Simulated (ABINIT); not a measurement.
# NaCl (Fm-3m): G0W0 with ABINIT, start to end, part 2 of 3

How does a plane-wave GW calculation on NaCl (Fm-3m) run from the first input to the gap?

ABINIT 10.8.3; PBE and many-body steps on it, plane waves. Known limits of the many-body steps: not at the basis limit; coarse k mesh.

So far. Step 2 (Ground state): The gap is direct, at Γ.

The database entry behind the starting cell differs from later determinations by our own check (an axis about 0.4 % short against later determinations), so it need not match the best structure at ambient conditions.

## (3) Bands along the symmetry lines

Level of this step: DFT, PBE, plane waves, norm-conserving pseudopotentials (ABINIT).

Levels along a band path, at the cheap level, show where the edges lie and whether the meshes to come will hold them.

The input, run.abi:

```
acell 3*1.0 Angstrom
rprim 
  0.000000000000 2.810000000000 2.810000000000
  2.810000000000 0.000000000000 2.810000000000
  2.810000000000 2.810000000000 0.000000000000
ntypat 2
znucl 11 17
natom 2
typat 1 2
xred 
  0.000000000000 0.000000000000 0.000000000000
  0.500000000000 0.500000000000 0.500000000000
pp_dirpath "pseudos"
pseudos "Na.upf, Cl.upf"
ecut 38
iscf -2
irdden 1
kptopt 0
nkpt 50
kpt 
  0.00000000 0.00000000 0.00000000
  0.06250000 0.00000000 0.06250000
  0.12500000 0.00000000 0.12500000
  0.18750000 0.00000000 0.18750000
  0.25000000 0.00000000 0.25000000
  0.31250000 0.00000000 0.31250000
  0.37500000 0.00000000 0.37500000
  0.43750000 0.00000000 0.43750000
  0.50000000 0.00000000 0.50000000
  0.51562500 0.03125000 0.51562500
  0.53125000 0.06250000 0.53125000
  0.54687500 0.09375000 0.54687500
  0.56250000 0.12500000 0.56250000
  0.57812500 0.15625000 0.57812500
  0.59375000 0.18750000 0.59375000
  0.60937500 0.21875000 0.60937500
  0.62500000 0.25000000 0.62500000
  0.37500000 0.37500000 0.75000000
  0.32812500 0.32812500 0.65625000
  0.28125000 0.28125000 0.56250000
  0.23437500 0.23437500 0.46875000
  0.18750000 0.18750000 0.37500000
  0.14062500 0.14062500 0.28125000
  0.09375000 0.09375000 0.18750000
  0.04687500 0.04687500 0.09375000
  0.00000000 0.00000000 0.00000000
  0.06250000 0.06250000 0.06250000
  0.12500000 0.12500000 0.12500000
  0.18750000 0.18750000 0.18750000
  0.25000000 0.25000000 0.25000000
  0.31250000 0.31250000 0.31250000
  0.37500000 0.37500000 0.37500000
  0.43750000 0.43750000 0.43750000
  0.50000000 0.50000000 0.50000000
  0.50000000 0.46875000 0.53125000
  0.50000000 0.43750000 0.56250000
  0.50000000 0.40625000 0.59375000
  0.50000000 0.37500000 0.62500000
  0.50000000 0.34375000 0.65625000
  0.50000000 0.31250000 0.68750000
  0.50000000 0.28125000 0.71875000
  0.50000000 0.25000000 0.75000000
  0.50000000 0.21875000 0.71875000
  0.50000000 0.18750000 0.68750000
  0.50000000 0.15625000 0.65625000
  0.50000000 0.12500000 0.62500000
  0.50000000 0.09375000 0.59375000
  0.50000000 0.06250000 0.56250000
  0.50000000 0.03125000 0.53125000
  0.50000000 0.00000000 0.50000000
istwfk *1
nband 15
nbdbuf 2
tolwfr 1e-08
nstep 40
prtwf 0
prtvol 0
indata_prefix "in"
outdata_prefix "out"
tmpdata_prefix "tmp"
```

Run with:

```
$ OMP_NUM_THREADS=1 mpirun -n 4 abinit run.abi > log
```

Numbers of over 12 decimals in the logs are rounded to 6 here.

What it wrote:

```text
.Version 10.8.3 of ABINIT. v10.8.2 released Aug 2026.

 Symmetries : space group Fm -3 m (#225); Bravais cF (face-center cubic)
[... echo of the input left out ...]
== DATASET  1 ==================================================================
-   mpi_nproc: 4, omp_nthreads: 1 (-1 if OMP is not activated)

--- !DatasetInfo
iteration_state: {dtset: 1, }
dimensions: {natom: 2, nkpt: 50, mband: 15, nsppol: 1, nspinor: 1, nspden: 1, mpw: 3383, }
cutoff_energies: {ecut:  38.0, pawecutdg:  -1.0, }
electrons: {nelect:   1.60000000E+01, charge:   0.00000000E+00, occopt:   1.00000000E+00, tsmear:   1.00000000E-02, }

 Real(R)+Recip(G) space primitive vectors, cartesian coordinates (Bohr,Bohr^-1):
 R(1)=  0.0000000  5.3101304  5.3101304  G(1)= -0.0941596  0.0941596  0.0941596
 R(2)=  5.3101304  0.0000000  5.3101304  G(2)=  0.0941596 -0.0941596  0.0941596
 R(3)=  5.3101304  5.3101304  0.0000000  G(3)=  0.0941596  0.0941596 -0.0941596
 Unit cell volume ucvol=  2.9946465E+02 bohr^3
 Angles (23,13,12)=  6.00000000E+01  6.00000000E+01  6.00000000E+01 degrees

 getcut: wavevector=  0.0000  0.0000  0.0000  ngfft=  45  45  45
         ecut(hartree)=     38.000   => boxcut(ratio)=   2.11142

--- Pseudopotential description ------------------------------------------------
- Na Generated using ONCVPSP code by D. R. Hamann
- 11.00000   9.00000  171031                  znucl, zion, pspdat
12 -101130 1 -1 1992                          pspcod,pspxc,lmax,lloc,mmax
     nproj     2     2     0
  pspatm : epsatm=    9.36084378
         --- l  ekb(1:nproj) -->
             0    2.667291   -0.676599
             1   -6.743718   -2.407365
 pspatm: atomic psp has been read  and splines computed

- Cl Generated using ONCVPSP code by D. R. Hamann
- 17.00000   7.00000  171031                  znucl, zion, pspdat
12 -101130 2 -1 1028                          pspcod,pspxc,lmax,lloc,mmax
     nproj     2     2     2
  pspatm : epsatm=    9.12776517
         --- l  ekb(1:nproj) -->
             0    8.139296    0.698720
[...]
pspatm: atomic psp has been read  and splines computed

--------------------------------------------------------------------------------

================================================================================
 prteigrs : about to open file out_EIG
 Non-SCF case, kpt    1 (  0.00000  0.00000  0.00000), residuals and eigenvalues=
  2.58E-09  1.15E-09  3.77E-09  7.43E-09  2.51E-09  1.33E-09  6.31E-09  9.73E-09
  3.49E-09  2.08E-09  2.26E-09  7.12E-09  3.05E-09  6.99E-09  7.82E-09
 -1.8170E+00 -7.8519E-01 -7.8519E-01 -7.8519E-01 -4.8579E-01 -1.9794E-02
 -1.9794E-02 -1.9794E-02  1.6946E-01  3.8673E-01  3.8673E-01  3.8673E-01
[...]
Non-SCF case, kpt    2 (  0.06250  0.00000  0.06250), residuals and eigenvalues=
  3.04E-09  4.70E-09  1.48E-09  3.14E-09  3.80E-09  7.14E-09  3.57E-09  5.97E-09
[...]
8.37E-09  7.83E-09  2.01E-09  2.43E-09  5.74E-09  3.45E-09  1.93E-09  3.70E-09
  9.69E-09  1.43E-09  7.80E-09  7.66E-09  8.39E-09  2.32E-09  3.73E-06
[...]
Non-SCF case, kpt   49 (  0.50000  0.03125  0.53125), residuals and eigenvalues=
[...]
Non-SCF case, kpt   50 (  0.50000  0.00000  0.50000), residuals and eigenvalues=
[...]
-1.8170E+00 -7.8596E-01 -7.8550E-01 -7.8550E-01 -4.7135E-01 -8.1725E-02
 -4.2038E-02 -4.2038E-02  2.5761E-01  2.7614E-01  3.9902E-01  5.2701E-01
[...]
--- !ResultsGS
iteration_state: {dtset: 1, }
comment   : Summary of ground state results
lattice_vectors:
- [  0.0000000,   5.3101304,   5.3101304, ]
- [  5.3101304,   0.0000000,   5.3101304, ]
- [  5.3101304,   5.3101304,   0.0000000, ]
lattice_lengths: [   7.50966,    7.50966,    7.50966, ]
lattice_angles: [ 60.000,  60.000,  60.000, ] # degrees, (23, 13, 12)
lattice_volume:   2.9946465E+02
convergence: {deltae:  0.000E+00, res2:  0.000E+00, residm:  9.952E-09, diffor:  0.000E+00, }
etotal    :  -6.22461254E+01
entropy   :   0.00000000E+00
fermie    :  -1.97941144E-02
cartesian_stress_tensor: null
pressure_GPa: null
xred      :
- [  0.0000E+00,   0.0000E+00,   0.0000E+00, Na]
- [  5.0000E-01,   5.0000E-01,   5.0000E-01, Cl]
cartesian_forces: null
force_length_stats: {min: null, max: null, mean: null, }

 Integrated electronic density in atomic spheres:
 ------------------------------------------------
 Atom  Sphere_radius  Integrated_density
[...]
================================================================================

 ----iterations are completed or convergence reached----

 Mean square residual over all n,k,spin=   45.837E-10; max=  99.517E-10
 reduced coordinates (array xred) for    2 atoms
       0.000000000000      0.000000000000      0.000000000000
       0.500000000000      0.500000000000      0.500000000000

 cartesian coordinates (angstrom) at end:
    1      0.000000     0.000000     0.000000
    2      2.810000     2.810000     2.810000
 length scales=  1.889726125908  1.889726125908  1.889726125908 bohr
              =  1.000000000000  1.000000000000  1.000000000000 angstroms
 prteigrs : about to open file out_EIG
 Eigenvalues (hartree) for nkpt=  50  k points:
 kpt#   1, nband= 15, wtk=  1.00000, kpt=  0.0000  0.0000  0.0000 (reduced coord)
[...]
kpt#   2, nband= 15, wtk=  1.00000, kpt=  0.0625  0.0000  0.0625 (reduced coord)
[...]
kpt#   3, nband= 15, wtk=  1.00000, kpt=  0.1250  0.0000  0.1250 (reduced coord)
[...]
kpt#  49, nband= 15, wtk=  1.00000, kpt=  0.5000  0.0313  0.5313 (reduced coord)
  -1.81699   -0.78595   -0.78551   -0.78551   -0.47133   -0.08141   -0.04252   -0.04227
   0.25891    0.27732    0.39778    0.51051    0.52752    0.54647    0.59143
 kpt#  50, nband= 15, wtk=  1.00000, kpt=  0.5000  0.0000  0.5000 (reduced coord)
  -1.81699   -0.78596   -0.78550   -0.78550   -0.47135   -0.08172   -0.04204   -0.04204
   0.25761    0.27614    0.39902    0.52701    0.52701    0.53315    0.59152

== END DATASET(S) ==============================================================
================================================================================

 -outvars: echo values of variables after computation  --------
            nband          15
             nkpt          50
          spgroup         225
 [... the other variables as echoed above ...]

 Calculation completed.
```

Run time: 11 s. Hardware: 4 MPI ranks of Arm Neoverse V2, shared host; peak memory 0.3 GiB.

This step gave:

```
gap                        : 5.150 eV
k of the valence top       : 0, 0, 0
k of the conduction bottom : 0, 0, 0
least direct gap           : 5.150 eV
```

The gap is 5.150 eV, as in the run before at this level.

The electronic bands at the labelled points (eV, zero at the top of the highest filled band; v1 is the highest filled band, c1 the lowest empty one):

| point | v4 | v3 | v2 | v1 | c1 | c2 | c3 | c4 |
| --- | --- | --- | --- | --- | --- | --- | --- | --- |
| Γ | -12.68 | 0.00 | 0.00 | 0.00 | 5.15 | 11.06 | 11.06 | 11.06 |
| halfway | -12.47 | -1.08 | -0.32 | -0.32 | 7.13 | 9.10 | 10.83 | 12.41 |
| X | -12.29 | -1.69 | -0.61 | -0.61 | 7.55 | 8.05 | 11.40 | 14.88 |
| halfway | -12.28 | -1.62 | -0.77 | -0.58 | 7.79 | 8.33 | 11.15 | 13.72 |
| U | -12.28 | -1.43 | -1.13 | -0.50 | 8.24 | 9.04 | 10.59 | 12.74 |
| jump to K | -12.28 | -1.43 | -1.13 | -0.50 | 8.24 | 9.04 | 10.59 | 12.74 |
| halfway | -12.45 | -1.24 | -0.48 | -0.16 | 7.32 | 9.68 | 10.76 | 11.84 |
| Γ | -12.68 | 0.00 | 0.00 | 0.00 | 5.15 | 11.06 | 11.06 | 11.06 |
| halfway | -12.51 | -1.11 | -0.14 | -0.14 | 6.62 | 10.01 | 11.34 | 11.34 |
| L | -12.34 | -1.95 | -0.27 | -0.27 | 7.28 | 10.72 | 10.92 | 10.92 |
| halfway | -12.30 | -1.67 | -0.77 | -0.42 | 8.34 | 9.55 | 10.28 | 11.69 |
| W | -12.27 | -1.20 | -1.20 | -0.76 | 8.84 | 9.71 | 9.71 | 11.37 |
| halfway | -12.28 | -1.55 | -0.80 | -0.69 | 8.07 | 8.54 | 10.89 | 12.75 |
| X | -12.29 | -1.69 | -0.61 | -0.61 | 7.55 | 8.05 | 11.40 | 14.88 |

The electronic bands as a text plot (rows in eV, shown from -8.0 to 11.1 only):

```
   10.8 |++   +++++    ++++     +    ++++++    +++++++       ++
   10.0 |  +++             ++++++++++      +++++    +++++++++
    9.2 |     ++         +++                          +++++++
    8.4 |       ++++++++++++++++                      +     +++++
    7.6 |       +++++++++       +              +++++++        +++
    6.8 |    +++                 ++         +++
    6.0 |  ++                      ++    +++
    5.2 |++                          ++++
    4.4 |
    3.6 |
    2.8 |
    2.0 |
    1.2 |
    0.4 |*                           ****
   -0.4 | ****************************  *************************
   -1.2 |     *****     ***********         ***        ********
   -2.0 |          *****                       ********        **
   -2.8 |
   -3.6 |
   -4.4 |
   -5.2 |
   -6.0 |
   -6.8 |
   -7.6 |
         Γ           X  U|K            Γ         L        W     X
```

## (4) Empty states on the mesh, 4×4×4 mesh, 41 bands

The sums over transitions need many empty states on a uniform mesh; this step solves for them.

The input, run.abi:

```
acell 3*1.0 Angstrom
rprim 
  0.000000000000 2.810000000000 2.810000000000
  2.810000000000 0.000000000000 2.810000000000
  2.810000000000 2.810000000000 0.000000000000
ntypat 2
znucl 11 17
natom 2
typat 1 2
xred 
  0.000000000000 0.000000000000 0.000000000000
  0.500000000000 0.500000000000 0.500000000000
pp_dirpath "pseudos"
pseudos "Na.upf, Cl.upf"
ecut 38
ngkpt 4 4 4
nshiftk 1
shiftk 0 0 0
kptopt 1
chksymbreak 0
iscf -2
irdden 1
istwfk *1
nband 41
nbdbuf 4
tolwfr 1e-09
nstep 60
prtvol 0
indata_prefix "in"
outdata_prefix "out"
tmpdata_prefix "tmp"
```

What it wrote:

```text
.Version 10.8.3 of ABINIT. v10.8.2 released Aug 2026.

 Symmetries : space group Fm -3 m (#225); Bravais cF (face-center cubic)
[... echo of the input left out ...]
== DATASET  1 ==================================================================
-   mpi_nproc: 4, omp_nthreads: 1 (-1 if OMP is not activated)

--- !DatasetInfo
iteration_state: {dtset: 1, }
dimensions: {natom: 2, nkpt: 8, mband: 41, nsppol: 1, nspinor: 1, nspden: 1, mpw: 3383, }
cutoff_energies: {ecut:  38.0, pawecutdg:  -1.0, }
electrons: {nelect:   1.60000000E+01, charge:   0.00000000E+00, occopt:   1.00000000E+00, tsmear:   1.00000000E-02, }

 Real(R)+Recip(G) space primitive vectors, cartesian coordinates (Bohr,Bohr^-1):
 R(1)=  0.0000000  5.3101304  5.3101304  G(1)= -0.0941596  0.0941596  0.0941596
 R(2)=  5.3101304  0.0000000  5.3101304  G(2)=  0.0941596 -0.0941596  0.0941596
 R(3)=  5.3101304  5.3101304  0.0000000  G(3)=  0.0941596  0.0941596 -0.0941596
 Unit cell volume ucvol=  2.9946465E+02 bohr^3
 Angles (23,13,12)=  6.00000000E+01  6.00000000E+01  6.00000000E+01 degrees

 getcut: wavevector=  0.0000  0.0000  0.0000  ngfft=  45  45  45
         ecut(hartree)=     38.000   => boxcut(ratio)=   2.11142

--- Pseudopotential description ------------------------------------------------
- Na Generated using ONCVPSP code by D. R. Hamann
- 11.00000   9.00000  171031                  znucl, zion, pspdat
12 -101130 1 -1 1992                          pspcod,pspxc,lmax,lloc,mmax
     nproj     2     2     0
  pspatm : epsatm=    9.36084378
         --- l  ekb(1:nproj) -->
             0    2.667291   -0.676599
             1   -6.743718   -2.407365
 pspatm: atomic psp has been read  and splines computed

- Cl Generated using ONCVPSP code by D. R. Hamann
- 17.00000   7.00000  171031                  znucl, zion, pspdat
12 -101130 2 -1 1028                          pspcod,pspxc,lmax,lloc,mmax
     nproj     2     2     2
  pspatm : epsatm=    9.12776517
         --- l  ekb(1:nproj) -->
             0    8.139296    0.698720
[...]
pspatm: atomic psp has been read  and splines computed

--------------------------------------------------------------------------------

================================================================================
 prteigrs : about to open file out_EIG
 Non-SCF case, kpt    1 (  0.00000  0.00000  0.00000), residuals and eigenvalues=
  1.92E-10  5.27E-11  5.23E-11  7.86E-10  9.08E-10  2.44E-10  4.05E-10  6.30E-10
  1.03E-10  1.09E-10  1.28E-10  1.47E-10  5.35E-11  1.22E-10  8.40E-10  9.17E-11
  5.92E-11  2.22E-10  2.94E-10  9.80E-11  1.96E-10  4.87E-10  2.44E-10  3.37E-10
[...]
8.40E-06
 -1.8170E+00 -7.8519E-01 -7.8519E-01 -7.8519E-01 -4.8579E-01 -1.9794E-02
 -1.9794E-02 -1.9794E-02  1.6946E-01  3.8673E-01  3.8673E-01  3.8673E-01
  4.6359E-01  4.6359E-01  5.2942E-01  6.1328E-01  6.1328E-01  6.1328E-01
  8.6349E-01  9.2179E-01  9.2179E-01  9.2179E-01  9.9486E-01  9.9486E-01
  9.9486E-01  1.0605E+00  1.0605E+00  1.2483E+00  1.2483E+00  1.2483E+00
  1.3280E+00  1.3280E+00  1.3614E+00  1.4546E+00  1.4546E+00  1.4546E+00
  1.6393E+00  1.6393E+00  1.6393E+00  1.7180E+00  1.7180E+00
 prteigrs : prtvol=0 or 1, do not print more k-points.

--- !ResultsGS
iteration_state: {dtset: 1, }
comment   : Summary of ground state results
lattice_vectors:
- [  0.0000000,   5.3101304,   5.3101304, ]
- [  5.3101304,   0.0000000,   5.3101304, ]
- [  5.3101304,   5.3101304,   0.0000000, ]
lattice_lengths: [   7.50966,    7.50966,    7.50966, ]
lattice_angles: [ 60.000,  60.000,  60.000, ] # degrees, (23, 13, 12)
lattice_volume:   2.9946465E+02
convergence: {deltae:  0.000E+00, res2:  0.000E+00, residm:  9.969E-10, diffor:  0.000E+00, }
etotal    :  -6.22461254E+01
entropy   :   0.00000000E+00
fermie    :  -1.97941144E-02
cartesian_stress_tensor: null
pressure_GPa: null
xred      :
- [  0.0000E+00,   0.0000E+00,   0.0000E+00, Na]
- [  5.0000E-01,   5.0000E-01,   5.0000E-01, Cl]
cartesian_forces: null
force_length_stats: {min: null, max: null, mean: null, }

 Integrated electronic density in atomic spheres:
 ------------------------------------------------
 Atom  Sphere_radius  Integrated_density
[...]
================================================================================

 ----iterations are completed or convergence reached----

 Mean square residual over all n,k,spin=   36.254E-11; max=  99.691E-11
 reduced coordinates (array xred) for    2 atoms
       0.000000000000      0.000000000000      0.000000000000
       0.500000000000      0.500000000000      0.500000000000

 cartesian coordinates (angstrom) at end:
    1      0.000000     0.000000     0.000000
    2      2.810000     2.810000     2.810000
 length scales=  1.889726125908  1.889726125908  1.889726125908 bohr
              =  1.000000000000  1.000000000000  1.000000000000 angstroms
 prteigrs : about to open file out_EIG
 Eigenvalues (hartree) for nkpt=   8  k points:
 kpt#   1, nband= 41, wtk=  0.01563, kpt=  0.0000  0.0000  0.0000 (reduced coord)
[...]
0.99486    1.06047    1.06047    1.24826    1.24826    1.24826    1.32802    1.32802
   1.36139    1.45455    1.45455    1.45455    1.63934    1.63934    1.63934    1.71799
   1.71800
 prteigrs : prtvol=0 or 1, do not print more k-points.

== END DATASET(S) ==============================================================
================================================================================

 -outvars: echo values of variables after computation  --------
            nband          41
             nkpt           8
          spgroup         225
 [... the other variables as echoed above ...]

 Calculation completed.
```

Elapsed: 6.5 s, on 4 MPI ranks; peak memory 0.28 GiB; 25 s of CPU time.

Numbers from this step:

```
gap                                                           : 5.150 eV
k of the valence top                                          : 0, 0, 0
k of the conduction bottom                                    : 0, 0, 0
least direct gap                                              : 5.150 eV
k points computed                                             : 8
lowest point of the top converged band, above the valence top : 39.41 eV
```

On this mesh the gap is 5.150 eV.

## (5) Screening, 4×4×4 mesh, 37 bands, screening to 106.1 eV

The RPA dielectric matrix is built and inverted for each q.

This step: RPA screening on PBE, plane waves, norm-conserving pseudopotentials.

run.abi: that of step 4 with these lines changed.

```diff
@@ -20,10 +20,11 @@
 chksymbreak 0
-iscf -2
-irdden 1
 istwfk *1
-nband 41
-nbdbuf 4
-tolwfr 1e-09
-nstep 60
-prtvol 0
+occopt 1
+irdwfk 1
+optdriver 3
+nband 37
+ecuteps 3.9
+inclvkb 2
+awtr 1
+symchi 1
 indata_prefix "in"
```

What it wrote:

```text
.Version 10.8.3 of ABINIT. v10.8.2 released Aug 2026.

 Symmetries : space group Fm -3 m (#225); Bravais cF (face-center cubic)
[... echo of the input left out ...]
== DATASET  1 ==================================================================
-   mpi_nproc: 4, omp_nthreads: 1 (-1 if OMP is not activated)

--- !DatasetInfo
iteration_state: {dtset: 1, }
dimensions: {natom: 2, nkpt: 8, mband: 37, nsppol: 1, nspinor: 1, nspden: 1, mpw: 3383, }
cutoff_energies: {ecut:  38.0, pawecutdg:  -1.0, }
electrons: {nelect:   1.60000000E+01, charge:   0.00000000E+00, occopt:   1.00000000E+00, tsmear:   1.00000000E-02, }

 SCREENING: Calculation of the susceptibility and dielectric matrices

 Based on a program developped by R.W. Godby, V. Olevano, G. Onida, and L. Reining.
 Incorporated in ABINIT by V. Olevano, G.-M. Rignanese, and M. Torrent.
.Using double precision arithmetic ; gwpc =  8

[... cell and pseudopotentials left out ...]
--------------------------------------------------------------------------------

 ==== K-mesh for the wavefunctions ====
 Number of points in the irreducible wedge :     8
[... list of points left out ...]
 Together with 48 symmetry operations and time-reversal symmetry
 yields    64 points in the full Brillouin Zone.

 ==== Q-mesh for the screening function ====
 Number of points in the irreducible wedge :     8
[... list of points left out ...]
 Together with 48 symmetry operations and time-reversal symmetry
 yields    64 points in the full Brillouin Zone.

 setmesh: FFT mesh size selected  =    27x   27x   27
          total number of points  =        19683

 vcoul_init : cutoff-mode = AUXILIARY_FUNCTION
 q-points for optical limit:   1
     1)      0.000010    0.000020    0.000030

- screening: taking advantage of time-reversal symmetry
- Maximum band index for partially occupied states nbvw = 8
- Remaining bands to be divided among processors   nbcw = 29
- Number of bands treated by each node ~7

 Number of electrons calculated from density =   16.0000; Expected =   16.0000
 average of density, n =  0.053429
 r_s =    1.6471
 omega_plasma =   22.2968 [eV]

 calculating chi0 at frequencies [eV] :
  1    0.000000E+00    0.000000E+00
  2    0.000000E+00    2.229681E+01

--------------------------------------------------------------------------------
  q-point number  1        q = ( 0.000000, 0.000000, 0.000000) [r.l.u.]
--------------------------------------------------------------------------------
[... chi0 elements left out ...]
 For q-point:  0.000010 0.000020 0.000030
  dielectric constant =   2.3679
  dielectric constant without local fields =   2.7819

  Average fulfillment of the sum rule on Im[epsilon] for q-point    1 :     35.73  [%]
[... wings left out ...]
  q-point number  2        q = ( 0.250000, 0.000000, 0.000000) [r.l.u.]
--------------------------------------------------------------------------------
[... chi0 elements left out ...]
  Average fulfillment of the sum rule on Im[epsilon] for q-point    2 :     49.23  [%]

 [... 6 further q-points ...]
```

It took 5.5 s on 4 MPI ranks; peak memory 0.51 GiB.

This step gave:

| Property | Result |
| --- | --- |
| ε∞ with local fields, on this mesh, along the program's q direction | 2.368 |
| the same without local fields | 2.782 |
| plasma frequency | 22.30 eV |
| plane waves in the screening matrix | 113 |

Local fields lower ε∞ by 15 %. On a Γ-centred mesh this coarse the value itself is usually too large, while a short band sum pulls it down.

(Part 2 of 3 ends here.)

[Paths, hosts, dates, memory and timing lines, banners, echoed tables and standing remarks are left out of the program output.]

[Logs are printed without paths, hosts, clocks, repeated set-up lines and the standing remarks that a program may print on its own settings, such as how far it seeks lower states.]

[Runs of the session that timed out or met a known fault of the program may be left out.]

[Hosts, paths, dates, database ids (printed as entryN), source tags and the programs' standing remarks are cut or masked in the printed files.]

[G0W0 gaps are taken among the corrected bands and points alone; a level outside them can change the order at an edge.]

[Where Ansatz stands beside ABINIT at settings called matched, ABINIT's density can come from a denser mesh and the files from another edition; pairs whose starting gaps differed by over 0.03 eV were left out, so agreement reads better than it is.]
